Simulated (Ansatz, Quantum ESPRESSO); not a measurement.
# CsPbCl3 (Pm-3m): zone-centre phonons, part 3 of 3

Which modes does CsPbCl3 (Pm-3m) have at the zone centre?

Quantum ESPRESSO 7.5; DFT LDA, scalar-relativistic, plane waves, JTH PAW pseudopotentials.

So far, highest optical zone-centre mode (no LO-TO term) (cm⁻¹): step 6 (zone-centre analysis) 160. The relaxed cell has a = 5.520 Å (conventional setting).

## Step 8: Sum rules set otherwise (asr no)

Without the rule the raw error of the acoustic modes shows.

dynmat.in reads:

```
 &input
    fildyn='g.dyn',
    asr='no',
    lperm=.true.,
 /
```

Run with:

```sh
> dynmat.x -in dynmat.in > dynmat.out
```

Numbers of over 12 decimals in the logs are rounded to 6 here.

Log:

```text
[banner, memory and clock lines left out]
Program DYNMAT v.7.5

     Reading Dynamical Matrix from file g.dyn
     ...Force constants read
     ...epsilon and Z* read
     A direction for q was not specified:TO-LO splitting will be absent

     Polarizability (A^3 units)
     multiply by 0.395076 for Clausius-Mossotti correction
        61.488533    0.000000    0.000000
         0.000000   61.488533    0.000000
         0.000000    0.000000   61.488533

     IR activities are in (D/A)^2/amu units

# mode   [cm-1]    [THz]      IR
    1    -36.84   -1.1044    0.5437
    2    -36.84   -1.1044    0.5437
    3    -36.84   -1.1044    0.5437
    4    -34.42   -1.0319    0.0000
    5    -34.42   -1.0319    0.0000
    6    -34.42   -1.0319    0.0000
    7      4.29    0.1286    0.0343
    8      4.29    0.1286    0.0343
    9      4.29    0.1286    0.0343
   10     33.84    1.0144    0.0998
   11     33.84    1.0144    0.0998
   12     33.84    1.0144    0.0998
   13    160.05    4.7983   17.6818
   14    160.05    4.7983   17.6818
   15    160.05    4.7983   17.6818

Electronic dielectric permittivity tensor (relative, adimensional)
         5.593484    0.000000    0.000000
         0.000000    5.593484    0.000000
         0.000000    0.000000    5.593484

 ... with zone-center polar mode contributions
        15.450891   -0.000000   -0.000000
        -0.000000   15.450891    0.000000
        -0.000000    0.000000   15.450891

[end of the log left out, with the tail of the file of modes that dynmat.x writes under the same name]
```

The job ended after 0.47 s (1 thread of Arm Neoverse V2, shared host).

Read from the output:

```
lowest optical zone-centre mode : -36.84 cm⁻¹
```

Zone-centre frequencies as printed; negative means imaginary. Modes:

```tsv
mode	frequency (cm⁻¹)
1	-36.84
2	-36.84
3	-36.84
4	-34.42
5	-34.42
6	-34.42
7	4.29
8	4.29
9	4.29
10	33.84
11	33.84
12	33.84
13	160.1
14	160.1
15	160.1
```

Against the first rule no mode moves by more than 4.3 cm⁻¹.

## Step 9: The LO-TO splitting (1 0 0)

A longitudinal polar mode sets up a macroscopic field that stiffens it; the term hangs on the direction from which q goes to zero.

dynmat.in reads:

```
 &input
    fildyn='g.dyn',
    asr='simple',
    q(1)=1.0,
    q(2)=0.0,
    q(3)=0.0,
 /
```

Run with:

```sh
> dynmat.x -in dynmat.in > dynmat.out
```

Log:

```text
[banner, memory and clock lines left out]
Program DYNMAT v.7.5

     Reading Dynamical Matrix from file g.dyn
     ...Force constants read
     ...epsilon and Z* read

     Polarizability (A^3 units)
     multiply by 0.395076 for Clausius-Mossotti correction
        61.488533    0.000000    0.000000
         0.000000   61.488533    0.000000
         0.000000    0.000000   61.488533

     IR activities are in (D/A)^2/amu units

# mode   [cm-1]    [THz]      IR
    1    -37.60   -1.1272    0.4004
    2    -37.60   -1.1272    0.4004
    3    -35.38   -1.0606    0.0000
    4    -35.38   -1.0606    0.0000
    5    -35.38   -1.0606    0.0000
    6    -32.57   -0.9764    0.0596
    7     -0.00   -0.0000    0.0000
    8      0.00    0.0000    0.0000
    9      0.00    0.0000    0.0000
   10     33.52    1.0048    0.1310
   11     33.52    1.0048    0.1310
   12     35.45    1.0626    0.0260
   13    160.09    4.7993   16.9020
   14    160.09    4.7993   16.9020
   15    254.28    7.6232   17.3479

[end of the log left out, with the tail of the file of modes that dynmat.x writes under the same name]
```

Wall time 0.47 s (1 thread).

Numbers from this step:

```
highest mode moved by the LO-TO term : 254.3 cm⁻¹
```

Zone-centre frequencies as printed; negative means imaginary. Modes:

```tsv
mode	frequency (cm⁻¹)
1	-37.6
2	-37.6
3	-35.38
4	-35.38
5	-35.38
6	-32.57
7	0
8	0
9	0
10	33.52
11	33.52
12	35.45
13	160.1
14	160.1
15	254.3
```

The field moves 3 modes; the highest of them now lies at 254 cm⁻¹, where the highest that moved away lay at 160.

## Step 10: Cross-check with Ansatz

The same cell goes through another code, with its own cutoff. The potentials differ. Its k mesh is centred on Γ.

This step: DFT LDA, scalar-relativistic, plane waves, PAW (Ansatz 0.2.0).

input.yaml reads:

```yaml
crystal:
  lattice:
    - [5.520188956, 0.0, 0.0]
    - [0.0, 5.520188956, 0.0]
    - [0.0, 0.0, 5.520188956]
  atoms:
    - { symbol: Cs, position: [0.0, 0.0, 0.0] }
    - { symbol: Pb, position: [0.5, 0.5, 0.5] }
    - { symbol: Cl, position: [0.5, 0.5, 0.0] }
    - { symbol: Cl, position: [0.0, 0.5, 0.5] }
    - { symbol: Cl, position: [0.5, 0.0, 0.5] }
kpoints:
  mp_grid: { grid: [4, 4, 4] }
hamiltonian:
  xc: lda
scf:
  occupations: { method: fixed }
output:
  eigenvalues: true
phonons:
  method: dfpt
  dielectric: true
  rigid_motions: translations
  raman: true
```

Run with:

```sh
> ansatz run input.yaml --threads 4 --pin off --max-ram 8192MiB --backend cpu --events-out ev --progress --plain --runs-dir out
```

Log:

```text
Engine: ansatz 0.2.0, aarch64-unknown-linux-gnu
Pseudopotentials: kind: paw
Pseudopotential: Cs, paw, valence charge 9, recommended cutoff 420 eV (normal), Cs.paw.azcp
Pseudopotential: Pb, paw, valence charge 14, recommended cutoff 420 eV (normal), Pb.paw.azcp
Pseudopotential: Cl, paw, valence charge 7, recommended cutoff 420 eV (normal), Cl.paw.azcp
Functional definition: SPW92
  exchange = slater_x
  correlation = pw_c
Crystal: 5 atoms, lattice volume = 168.214 Å³
Basis set: ecut = 420 eV, 3287 PW (Γ), exchange–correlation on 80×80×80 points (8 copies of the dense FFT grid, shifted against one another)
Bands: 27, of which v1, the nominal top of the filled ones, is band 22 counted from 1 (21 counted from 0)
Symmetry: 48 space group operations
k-points: 30 of 64 (irreducible under 2 space group operations, time reversal used)
Non-local potential: Cs, projectors of the file, l = 0: 3, l = 1: 2, l = 2: 2, l = 3: 2
Non-local potential: Pb, projectors of the file, l = 0: 2, l = 1: 2, l = 2: 2, l = 3: 2
Non-local potential: Cl, projectors of the file, l = 0: 2, l = 1: 2, l = 2: 2
PAW form: soft (Blöchl's): semilocal exchange-correlation on the pseudo side does not see the compensation charge
PAW frozen core: Cs, regenerated for the run's functional, and the local potential with it (the file was generated under x = pbe(κ = 0.804, μ = 0.219515), c = pbe(β = 0.066725))
PAW frozen core: Pb, regenerated for the run's functional, and the local potential with it (the file was generated under x = pbe(κ = 0.804, μ = 0.219515), c = pbe(β = 0.066725))
PAW frozen core: Cl, regenerated for the run's functional, and the local potential with it (the file was generated under x = pbe(κ = 0.804, μ = 0.219515), c = pbe(β = 0.066725))
PAW one-centre angular grid: Cs, 194 points (default); XC on 64 Gauss nodes
PAW one-centre angular grid: Pb, 590 points (default); XC on 64 Gauss nodes
PAW one-centre angular grid: Cl, 110 points (default); XC on 64 Gauss nodes
Initial density: superposition of atomic densities (neutral atoms: chi_scale 0, normalization atom), corrected by the library's trained network
Initial wavefunctions: pseudopotential atomic-orbital guess
Functional: x = slater, c = lda
SCF iter   1: F=—  HF=-20246.758952 eV  |F-HF|=—  |Δ(HF+E_count)|=         —  Δρ=5.38e-3  dr2=5.43e-2  ethr=1.77e-3  ⟨swp⟩=5.0  Hψ=3509  notcnv=0  defer=67
preconditioner: auto → Resta (q_TF=auto, 2.182 Å⁻¹)  ε∞=3.0  [insulator: Δε(μ)=1.442 eV  Ē_g=13.075 eV  n_scr=26 (ndim 8)  ℏωp=18.6 eV  f_vac=0.057  ε∞_Penn≈3.0]
SCF iter   2: F=—  HF=-20246.743332 eV  |F-HF|=—  |Δ(HF+E_count)|=   1.56e-2  Δρ=2.54e-3  dr2=8.55e-3  ethr=1.23e-4  ⟨swp⟩=3.0  Hψ=1578  notcnv=0  defer=86
SCF iter   3: F=—  HF=-20246.740927 eV  |F-HF|=—  |Δ(HF+E_count)|=   2.40e-3  Δρ=5.71e-4  dr2=5.78e-4  ethr=1.94e-5  ⟨swp⟩=2.8  Hψ=1406  notcnv=0  defer=88
SCF iter   4: F=—  HF=-20246.740845 eV  |F-HF|=—  |Δ(HF+E_count)|=   8.24e-5  Δρ=1.04e-4  dr2=2.72e-5  ethr=1.31e-6  ⟨swp⟩=2.6  Hψ=1363  notcnv=0  defer=84
SCF iter   5: F=—  HF=-20246.740848 eV  |F-HF|=—  |Δ(HF+E_count)|=   3.69e-6  Δρ=3.12e-5  dr2=2.55e-6  ethr=6.19e-8  ⟨swp⟩=2.5  Hψ=1476  notcnv=0  defer=55
SCF iter   6: F=—  HF=-20246.740850 eV  |F-HF|=—  |Δ(HF+E_count)|=   1.50e-6  Δρ=4.98e-6  dr2=7.07e-8  ethr=5.79e-9  ⟨swp⟩=2.4  Hψ=1315  notcnv=0  defer=45
SCF iter   7: F=—  HF=-20246.740850 eV  |F-HF|=—  |Δ(HF+E_count)|=   1.14e-8  Δρ=9.87e-7  dr2=2.91e-9  ethr=1.61e-10  ⟨swp⟩=2.3  Hψ=1403  notcnv=0  defer=45
SCF iter   8: F=-20246.740850 eV  HF=-20246.740850 eV  |F-HF|=2.91e-11  |Δ(HF+E_count)|=   1.01e-9  Δρ=1.54e-7  dr2=4.21e-11  ethr=1.00e-12  ⟨swp⟩=13.8  Hψ=6286  notcnv=0
SCF 1 converged in 8 iterations: F = -20246.740850 eV  dr2 = 4.21e-11
  greatest PAW one-centre occupation: 0.983 electrons in one spin orbital (limit 2), on the Pb atom at site 1 (counted from 0), in its partial waves of l = 2
DFPT response loops at Γ: preconditioner auto → Resta (q_TF=auto, 2.182 Å⁻¹)  ε∞=6.3 (no band partly filled); β = 1.00, the filter's whole step (`scf.mixing.beta` (0.50) is not read by the response loops at its default; to damp them type it under 1.00, their step now; it binds the ground state too); Broyden in place of MSR1
── the response to a field inside a basis, on 8×8×8 k-points: an SCF that follows is theirs, and a resumed run solves both again ──
Bands: 23, of which v1, the nominal top of the filled ones, is band 22 counted from 1 (21 counted from 0)
k-points: 20
Initial density: handed on by an earlier stage of this run
Initial wavefunctions: pseudopotential atomic-orbital guess (no wavefunctions were taken with the density)
Eigensolver: Dense (20 Hₖ)
SCF iter   1: F=—  HF=-20246.764898 eV  |F-HF|=—  |Δ(HF+E_count)|=         —  Δρ=5.12e-4  dr2=4.04e-4  ethr=1.00e-1
preconditioner: auto → Resta (q_TF=auto, 2.182 Å⁻¹)  ε∞=3.4  [insulator: Δε(μ)=1.650 eV  Ē_g=11.889 eV  n_scr=26 (ndim 8)  ℏωp=18.6 eV  f_vac=0.044  ε∞_Penn≈3.4]
SCF iter   2: F=—  HF=-20246.764789 eV  |F-HF|=—  |Δ(HF+E_count)|=   1.08e-4  Δρ=2.30e-4  dr2=6.22e-5  ethr=9.19e-7
SCF iter   3: F=—  HF=-20246.764771 eV  |F-HF|=—  |Δ(HF+E_count)|=   1.81e-5  Δρ=4.88e-5  dr2=4.70e-6  ethr=1.41e-7
SCF iter   4: F=—  HF=-20246.764770 eV  |F-HF|=—  |Δ(HF+E_count)|=   1.56e-6  Δρ=8.45e-6  dr2=2.44e-7  ethr=1.07e-8
SCF iter   5: F=—  HF=-20246.764769 eV  |F-HF|=—  |Δ(HF+E_count)|=   6.80e-8  Δρ=2.06e-6  dr2=1.73e-8  ethr=5.53e-10
SCF iter   6: F=—  HF=-20246.764769 eV  |F-HF|=—  |Δ(HF+E_count)|=   5.17e-9  Δρ=6.34e-7  dr2=1.36e-9  ethr=3.94e-11
SCF iter   7: F=-20246.764769 eV  HF=-20246.764769 eV  |F-HF|=7.28e-12  |Δ(HF+E_count)|=  8.00e-11  Δρ=9.94e-8  dr2=1.73e-11  ethr=3.10e-12
SCF 1 converged in 7 iterations: F = -20246.764769 eV  dr2 = 1.73e-11
DFPT response loops at Γ: preconditioner auto → Resta (q_TF=auto, 2.182 Å⁻¹)  ε∞=6.0 (no band partly filled); β = 1.00, the filter's whole step (`scf.mixing.beta` (0.50) is not read by the response loops at its default; to damp them type it under 1.00, their step now; it binds the ground state too); Broyden in place of MSR1
DFPT response loops at Γ: mixed as the last ones told, above
WARN: field response: the Raman tensors and χ⁽²⁾ stand inside a basis, whose 8×8×8 points do not settle the susceptibility there: take them as unconverged, whatever they are read to err by, and compare with a denser kpoints.mp_grid
WARN: field response: inside a basis, on 8×8×8 points, no mesh in reach settles it: take ε∞, Z* and everything formed from them with what they may err, as stated (eps_inf_uncertainty, zstar_uncertainty_e), and compare with field_mesh: kpoints on a denser kpoints.mp_grid
WARN: field response: ε∞ stands inside a basis, on 8×8×8 points; the force constants stand on the 4×4×4 k-mesh, whose period is 8.98 times the interband length at k = (-0.5000, -0.5000, -0.5000), direct gap 1.520 eV, under 14: take them and everything formed from them as unconverged, and compare with a denser kpoints.mp_grid
SCF converged after 8 iterations
Free energy (F): -20246.740850 eV
Harris-Foulkes:  -20246.740850 eV  (|F-HF|=2.91e-11)
Internal energy: -20246.740850 eV  (E = F + TS)
E sigma→0 (E₀):  -20246.740850 eV
Fermi energy:    4.487682 eV
--- Per-component energies (eV) ---
  E_band       = -228.350770
  E_kinetic    = 913.889772
  E_local      = -2621.657643  (includes V_loc(G=0)·N_el)
  E_nonlocal   = 477.646212
  E_hartree    = 988.037687
  E_xc         = -710.858678
  E_vxc        = -625.753209  (∫ρ·V_xc dr)
  E_paw        = -16877.794666  (= ΣΔE_a)
  E_vpaw       = -348.551555  (= ΣTr[D̂ρ^β])
  E_aug_tail   = 0.000343  (compensation charges beyond the density's cutoff)
  E_ewald      = -2416.768194
  E_core_change = 0.764318  (= ΣΔE_core)
  E_smearing   = -0.000000  (= −TS)
  E_closure    = -0.000000  (closes the sum)
  Σ components = -20246.740850   (vs F -20246.740850, Δ=0.00e0)
--- Band table (eV; the first three rows and the last of 30) ---
  k-point 0: bands = [... 18 lower, 1.5258, 1.6636, 1.6636, 1.6636, 7.2316, 8.1857, 8.1857, 9.1721, ... 1 higher]
  k-point 1: bands = [... 18 lower, 1.4705, 1.5967, 1.5967, 1.7797, 7.8199, 8.6302, 8.6395, 9.0730, ... 1 higher]
  k-point 2: bands = [... 18 lower, 1.4232, 1.5228, 1.5228, 2.6442, 7.2586, 8.6656, 9.2128, 9.5687, ... 1 higher]
  k-point 29: bands = [... 18 lower, 2.0115, 2.0115, 2.0115, 4.4877, 6.0074, 6.0074, 6.0074, 9.0255, ... 1 higher]
--- Phonons (Γ-DFPT): 4 representative perturbations + reference, on 30 of 64 k-points (Σ response iterations 12) ---
  k mesh reduced under 2 symmetry operations, with k and −k counted as one. Each operation leaves every solved perturbation unchanged. A smaller set is not considered because the run solves the response to a homogeneous field
  ASR residual: 1.601e-4 → 0.000e0 eV/Å²; symmetrization residual: 1.328e-5 eV/Å²
  ASR residual per site (eV/Å²): 1.60e-4 1.18e-4 3.83e-5 3.83e-5 3.83e-5
  Γ frequencies (cm⁻¹): -37.90 -37.90 -37.90 -34.57 -34.57 -34.57 0.00 0.00 0.00 34.06 34.06 34.06 158.85 158.85 158.85
  ε∞ (high-frequency dielectric tensor):
        4.385687    -0.000000     0.000000
       -0.000000     4.385687     0.000000
        0.000000     0.000000     4.385687
  softest optical mode at Γ: -37.90 cm⁻¹; the repairs (sum rule, projections) moved no ω² at Γ by more than (1.36 cm⁻¹)²
  Born effective charges Z* (e; rows j = field, columns β = displacement):
    site 0:
         1.32492   -0.00000    0.00000
         0.00000    1.32492    0.00000
        -0.00000    0.00000    1.32492
    site 1:
         4.02440    0.00000    0.00000
         0.00000    4.02440    0.00000
         0.00000    0.00000    4.02440
    site 2:
        -0.70741   -0.00000    0.00000
         0.00000   -0.70741    0.00000
        -0.00000    0.00000   -3.93449
    site 3:
        -3.93449    0.00000   -0.00000
        -0.00000   -0.70741    0.00000
         0.00000    0.00000   -0.70741
    site 4:
        -0.70741   -0.00000    0.00000
        -0.00000   -3.93449    0.00000
        -0.00000    0.00000   -0.70741
  Z* charge neutrality: 2.025e-4 e pre-enforcement
  solved inside a basis spanned on kpoints, on 8×8×8 k-points transformed towards the longest dipole, which do not settle them: ε∞ is read to err by 2.6e-2, Z* by 7.3e-2 e (field_mesh: kpoints solves on kpoints); Z* is corrected for what the basis lacks
  Raman tensors (in the event stream and the table raman_tensors.tsv): an entry may err by 1.6e-2 Å², one of the second-order susceptibility by 3.6e-19 pm/V (basis, points and sum rule); their sum over the sites missed zero by 2.485e-20 Å² ahead of its enforcement
  optical modes at Γ without the LO–TO term, one row a degenerate level:
      ω (cm⁻¹)  modes    IR ((D/Å)²/amu)  static Raman (Å⁴/amu)  depolarisation
        -37.90      3             2.6609                 0.0000               —
        -34.57      3             0.0000                 0.0000               —
         34.06      3             0.0003                 0.0000               —
        158.85      3            35.8405                 0.0000               —
  optical modes at Γ + LO–TO along q̂ = [1.0000, 0.0000, 0.0000]:
      ω (cm⁻¹)  modes    IR ((D/Å)²/amu)  static Raman (Å⁴/amu)  depolarisation
        -37.90      2             1.7739                 0.0000               —
        -34.57      3             0.0000                 0.0000               —
        -18.59      1             0.1567                 0.0000               —
         34.06      2             0.0002                 0.0000               —
         34.06      1             0.0001                 0.0000               —
        158.85      2            23.8937                 0.0000               —
        247.48      1            12.6771                 0.0000               —
  optical modes at Γ + LO–TO along q̂ = [0.0000, 1.0000, 0.0000]:
      ω (cm⁻¹)  modes    IR ((D/Å)²/amu)  static Raman (Å⁴/amu)  depolarisation
        -37.90      2             1.7739                 0.0000               —
        -34.57      3             0.0000                 0.0000               —
        -18.59      1             0.1567                 0.0000               —
         34.06      2             0.0002                 0.0000               —
         34.06      1             0.0001                 0.0000               —
        158.85      2            23.8937                 0.0000               —
        247.48      1            12.6771                 0.0000               —
  optical modes at Γ + LO–TO along q̂ = [0.0000, 0.0000, 1.0000]:
      ω (cm⁻¹)  modes    IR ((D/Å)²/amu)  static Raman (Å⁴/amu)  depolarisation
        -37.90      2             1.7739                 0.0000               —
        -34.57      3             0.0000                 0.0000               —
        -18.59      1             0.1567                 0.0000               —
         34.06      2             0.0002                 0.0000               —
         34.06      1             0.0001                 0.0000               —
        158.85      2            23.8937                 0.0000               —
        247.48      1            12.6771                 0.0000               —
```

The job ended after 3.4 min (4 threads; peak memory 1.9 GiB; 13 min of CPU time).

Numbers from this step:

- gap on the k-mesh: 1.520 eV
- sum-rule residual before enforcement: 1.60e-4 eV/Å²
- miss of the charge sum rule: 2.02e-4 e
- estimated error of the dielectric tensor: 0.02551
- estimated error of the Born charges: 0.07330 e
- highest optical zone-centre mode (no LO-TO term): 158.8 cm⁻¹
- lowest optical zone-centre mode: -37.9 cm⁻¹
- mean high-frequency dielectric constant: 4.386
- largest Born charge in size (third of the trace): 4.024 e
- highest mode moved by the LO-TO term: 247.5 cm⁻¹

Transverse modes; imaginary modes left out. Lines of the infrared spectrum (strongest = 100):

```tsv
position (cm⁻¹)	label	IR intensity ((D/Å)²/amu), degenerate modes summed, relative
34	T1u	0.0
159	T1u	100
```

The log warns that the force constants on this k mesh are to be taken as unconverged.

## Step 11: Side by side: QE JTH and Ansatz, PAW

Worked out from the results:

```yaml
root_mean_square_difference: 0.8 cm⁻¹
largest_difference: 1.24 cm⁻¹
```

The 12 of 12 modes that differ most. Frequencies side by side:

```tsv
q (reciprocal lattice)	mode	QE JTH (cm⁻¹)	Ansatz, PAW (cm⁻¹)
0 0 0	1	-37.6	-37.9
0 0 0	2	-37.6	-37.9
0 0 0	3	-37.6	-37.9
0 0 0	4	-35.38	-34.57
0 0 0	5	-35.38	-34.57
0 0 0	6	-35.38	-34.57
0 0 0	10	33.52	34.06
0 0 0	11	33.52	34.06
0 0 0	12	33.52	34.06
0 0 0	13	160.1	158.8
0 0 0	14	160.1	158.8
0 0 0	15	160.1	158.8
```

The two runs side by side. Further quantities:

```tsv
quantity	QE JTH	Ansatz, PAW
mean ε∞	5.593	4.386
largest Born charge in size (e; the first before, the second after the charge sum rule)	3.934	4.024
```

At the zone centre the largest difference (acoustic modes at Γ apart) is 0.8 % of the highest mode; ε∞ differs by 28 %.

## Step 12: Summary of results

```json
{
  "space group after relaxation": "Pm-3m",
  "volume per atom": "33.6 Å³",
  "gap on the k-mesh": "1.52 eV",
  "highest optical zone-centre mode (no LO-TO term)": "160.1 cm⁻¹",
  "lowest optical zone-centre mode": "-37.6 cm⁻¹",
  "highest mode moved by the LO-TO term (probably not converged in the k mesh)": "254.3 cm⁻¹",
  "mean high-frequency dielectric constant (probably not converged in the k mesh)": "5.59",
  "largest Born charge in size (third of the trace) (probably not converged in the k mesh)": "3.93 e",
  "imaginary optical modes at the zone centre (no q mesh in this session)": "yes",
  "largest difference from Ansatz, PAW": "1.24 cm⁻¹"
}
```

What this shows: At the LDA level the optical modes of CsPbCl3 (Pm-3m) at the zone centre (no LO-TO term) run from 38i to 160 cm⁻¹, so the structure is a saddle point, with 6 modes beyond 10i cm⁻¹ there. Along the directions run, the highest mode that the macroscopic field moves lies at 254 cm⁻¹. The Born charges miss their sum rule by 0.75 e, a sign that the k mesh or the cutoff is short for the field response. Ansatz's log warns that its Raman tensors are not converged in the k mesh. ε∞, the Born charges and what follows from them are probably not converged in the k mesh. Of the 12 optical modes, 9 are infrared active alone and 3 are silent. QE JTH and Ansatz, PAW differ by 0.8 cm⁻¹ in the root mean square and by 1.2 cm⁻¹ at most, 0.8 % of the highest mode compared (acoustic modes at Γ left out); the two use different potentials, and the cell was not relaxed for the second set. The highest LO mode, which hangs on the field response, is 254 against 247 cm⁻¹. The mean ε∞ is 5.593 against 4.386: the first is summed on the ground state's k mesh, while Ansatz refines the mesh of its field response, and the potentials differ. These are harmonic frequencies at zero temperature: anharmonic shifts and linewidths and thermal expansion are left out. Spin-orbit coupling is left out, which can matter for the heavy elements here. Ansatz's log warns that force constants on this k mesh are to be taken as unconverged, an error that the frequencies of both programs share. Ansatz marks its own field response as not converged.

[Host names and launcher messages were left out of these logs when they were recorded.]

[Logs are printed without paths, hosts, clocks, repeated set-up lines and the standing remarks that a program may print on its own settings, such as how far it seeks lower states.]

[Hosts, paths, dates, database ids (printed as entryN), source tags and the programs' standing remarks are cut or masked in the printed files.]
